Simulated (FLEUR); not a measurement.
# MnPt: parallel and opposed starts, part 2 of 2

Does MnPt prefer parallel or opposed moments?

FLEUR MaX-R8.1; LDA (VWN); all-electron FLAPW, Dirac cores, scalar-relativistic bands.

So far, largest spin moment in the muffin-tin sphere (μB): step 2 (start 1: ferro +) 3.72; step 3 (run 2 (antiferro q=(1/2,1/2,0) +-)) 3.65; step 4 (run 3 (antiferro q=(0,0,1/2) +-)) 3.65.

## 7. Spin–orbit coupling, moments along [001]

Spin–orbit coupling ties the spins to the lattice and lets orbital moments form.

A new self-consistent run of the start antiferro q=(1/2,1/2,0) +-, with the moments along z. The k list default-1 (kpts.xml, not shown) is a Γ-centred 5×10×10 mesh.

File inp.xml:

```
<?xml version="1.0" encoding="UTF-8" standalone="no"?>
<fleurInput fleurInputVersion="0.39">
   <comment>
      MnPt
   </comment>
   <calculationSetup>
      <cutoffs Kmax="3.6" Gmax="10.8" GmaxXC="10.8" numbands="142"/>
      <scfLoop itmax="90" minDistance="0.00002" maxIterBroyd="15" imix="Anderson" alpha="0.05" precondParam="0.0" spinf="2.0" sdNocoIR="T"/>
      <coreElectrons ctail="T" frcor="F" kcrel="0" coretail_lmax="0"/>
      <xcFunctional name="vwn" relativisticCorrections="F"/>
      <magnetism jspins="2"/>
      <soc l_soc="T" theta="0.0" phi="0.0" spav="F"/>
      <expertModes spex="0" secvar="F"/>
      <geometryOptimization l_f="F" forcealpha="1.0" forcemix="BFGS" epsdisp="0.00001" epsforce="0.00001"/>
      <ldaU l_linMix="F" mixParam="0.05" spinf="1.0"/>
   </calculationSetup>
   <cell>
      <bzIntegration valenceElectrons="62.0" mode="hist" fermiSmearingEnergy="0.00110248">
         <kPointListSelection listName="default-1"/>
         <xi:include xmlns:xi="http://www.w3.org/2001/XInclude" href="kpts.xml"> </xi:include>
      </bzIntegration>
      <xi:include xmlns:xi="http://www.w3.org/2001/XInclude" href="sym.xml"> </xi:include>
      <bulkLattice scale="1.0">
         <bravaisMatrix>
            <row-1>   10.6958498652359992     0.0000000000000000     0.0000000000000000</row-1>
            <row-2>    5.3479249326179996     5.3479249326179996     0.0000000000000000</row-2>
            <row-3>    0.0000000000000000     0.0000000000000000     6.9163976160359999</row-3>
         </bravaisMatrix>
      </bulkLattice>
   </cell>
   <atomSpecies>
      <species name="Manganese 3.500" element="Mn" atomicNumber="25">
         <mtSphere radius="2.5" gridPoints="827" logIncrement="0.015"/>
         <atomicCutoffs lmax="10" lnonsphr="8"/>
         <electronConfig flipSpins="F">
            <coreConfig>(1s1/2) (2s1/2) (2p1/2) (2p3/2)</coreConfig>
            <valenceConfig>(3s1/2) (3p1/2) (3p3/2) (4s1/2) (3d3/2) (3d5/2)</valenceConfig>
            <stateOccupation state="(3d3/2)" spinUp="1.25" spinDown="0.75"/>
            <stateOccupation state="(3d5/2)" spinUp="3.0" spinDown="0.0"/>
         </electronConfig>
         <energyParameters s="4" p="4" d="3" f="4"/>
         <lo type="SCLO" l="0" n="3" eDeriv="0"/>
         <lo type="SCLO" l="1" n="3" eDeriv="0"/>
      </species>
      <species name="Manganese -3.500" element="Mn" atomicNumber="25">
         <mtSphere radius="2.5" gridPoints="827" logIncrement="0.015"/>
         <atomicCutoffs lmax="10" lnonsphr="8"/>
         <electronConfig flipSpins="F">
            <coreConfig>(1s1/2) (2s1/2) (2p1/2) (2p3/2)</coreConfig>
            <valenceConfig>(3s1/2) (3p1/2) (3p3/2) (4s1/2) (3d3/2) (3d5/2)</valenceConfig>
            <stateOccupation state="(3d3/2)" spinUp="0.75" spinDown="1.25"/>
            <stateOccupation state="(3d5/2)" spinUp="0.0" spinDown="3.0"/>
         </electronConfig>
         <energyParameters s="4" p="4" d="3" f="4"/>
         <lo type="SCLO" l="0" n="3" eDeriv="0"/>
         <lo type="SCLO" l="1" n="3" eDeriv="0"/>
      </species>
      <species name="Platinum (Pt)" element="Pt" atomicNumber="78">
         <mtSphere radius="2.5" gridPoints="827" logIncrement="0.016"/>
         <atomicCutoffs lmax="10" lnonsphr="8"/>
         <electronConfig flipSpins="F">
            <coreConfig>(1s1/2) (2s1/2) (2p1/2) (2p3/2) (3s1/2) (3p1/2) (3p3/2) (4s1/2) (3d3/2) (3d5/2) (4p1/2) (4p3/2) (5s1/2) (4d3/2) (4d5/2) (4f5/2) (4f7/2)</coreConfig>
            <valenceConfig>(5p1/2) (5p3/2) (6s1/2) (5d3/2) (5d5/2)</valenceConfig>
            <stateOccupation state="(6s1/2)" spinUp="0.500000" spinDown="0.500000"/>
            <stateOccupation state="(5d3/2)" spinUp="1.800000" spinDown="1.800000"/>
            <stateOccupation state="(5d5/2)" spinUp="2.700000" spinDown="2.700000"/>
         </electronConfig>
         <energyParameters s="6" p="6" d="5" f="5"/>
         <lo type="SCLO" l="1" n="5" eDeriv="0"/>
      </species>
   </atomSpecies>
   <atomGroups>
      <atomGroup species="Manganese 3.500">
         <relPos label="                   1">.0000000000 .0000000000 .0000000000</relPos>
         <force calculate="T" relaxXYZ="TTT"/>
      </atomGroup>
      <atomGroup species="Manganese -3.500">
         <relPos label="                   2">1.000/2.000 .0000000000 .0000000000</relPos>
         <force calculate="T" relaxXYZ="TTT"/>
      </atomGroup>
      <atomGroup species="Platinum (Pt)">
         <relPos label="                   3">.0000000000 1.000/2.000 1.000/2.000</relPos>
         <force calculate="T" relaxXYZ="TTT"/>
      </atomGroup>
      <atomGroup species="Platinum (Pt)">
         <relPos label="                   4">1.000/2.000 1.000/2.000 1.000/2.000</relPos>
         <force calculate="T" relaxXYZ="TTT"/>
      </atomGroup>
   </atomGroups>
   <output dos="F" band="F" slice="F">
      <bandDOS minEnergy="-.5*Htr" maxEnergy="0.5*Htr" sigma="0.015" storeEVData="T"/>
      <plotting iplot="0" polar="F">
         <plot TwoD="T" vec1="  1.0  0.0  0.0" vec2="  0.0  1.0  0.0" vec3="  0.0  0.0  1.0" zero="  0.0  0.0  0.0" file="plot"/>
      </plotting>
      <moessbauerParams electricFieldGradient="F" isomerShift="F" coreHyperfine="F" valenceHyperfine="F"/>
   </output>
</fleurInput>
```

File crystal.txt:

```
MnPt
&input film=F cartesian=F /
5.66000000000  0.00000000000  0.00000000000
2.83000000000  2.83000000000  0.00000000000
0.00000000000  0.00000000000  3.66000000000
1.8897261246
1.0 1.0 1.0

4
25 0.00000000000  0.00000000000  0.00000000000 : 3.500
25 0.50000000000  0.00000000000  0.00000000000 : -3.500
78 0.00000000000  0.50000000000  0.50000000000
78 0.50000000000  0.50000000000  0.50000000000

&soc 0.0000000 0.0000000 /
&kpt div1=5 div2=10 div3=10 gamma=T /
```

Launch:

```console
$ OMP_NUM_THREADS=1 inpgen -f crystal.txt > inpgen.log  # inp.xml is then edited as shown
$ OMP_NUM_THREADS=1 mpirun -n 4 fleur_MPI > fleur.log
```

It took 9.8 min on 4 MPI ranks of Intel Xeon Platinum 8488C (Sapphire Rapids), shared host; peak memory 0.94 GiB; 39 min of CPU time.

Spin moment in the muffin-tin sphere by atom:

| atom | spin moment in the muffin-tin sphere (μB) |
| --- | --- |
| Mn1 | 3.64 |
| Mn2 | -3.64 |
| Pt3 | 0.00 |
| Pt4 | 0.00 |

Numbers from this step:

```yaml
free_energy: -1066310.8539 eV
program_s_band_gap_on_this_mesh_in_a_metal_only_a_level_spacing: 4.50e-9 eV
magnetization: 0 μB
final_state: antiferromagnetic
orbital_moment_along_the_spin: 0.03938 μB
```

Orbital moment in the sphere, along the spin axis by atom:

```csv
atom,"orbital moment in the sphere, along the spin axis (μB)"
Mn1,0.0394
Mn2,-0.0394
Pt3,0.0000
Pt4,0.0000
```

## 8. Summary of results

```json
{
  "lowest state found": "antiferromagnetic (typed antiferro q=(1/2,1/2,0) +-)",
  "largest site spin moment": "3.65 μB",
  "next finished state": "antiferromagnetic, 292 meV a seeded atom higher",
  "energy gained by spin polarisation": "1021 meV a seeded atom",
  "orbital moment on the atom of largest spin, along its spin (spin–orbit run)": "0.0394 μB"
}
```

In words: The lowest state found is antiferromagnetic, reached from the start antiferro q=(1/2,1/2,0) +-, with moments up to 3.65 μB. The next finished state costs 292 meV a seeded atom. On the atom of largest spin the orbital moment is almost quenched. Only 4 starts were tried; other patterns of signs, canted and longer-period orders were not.

[Logs and program files are shortened in this print: banners, set-up blocks, solver, clock and traceback lines can be left out without a mark of their own.]

[Logs are printed without paths, hosts, clocks, repeated set-up lines and the standing remarks that a program may print on its own settings, such as how far it seeks lower states.]

[Hosts, paths, dates, database ids (printed as entryN), source tags and the programs' standing remarks are cut or masked in the printed files.]

[Where a cell is said to come from a database of computed structures, the database is the Materials Project.]
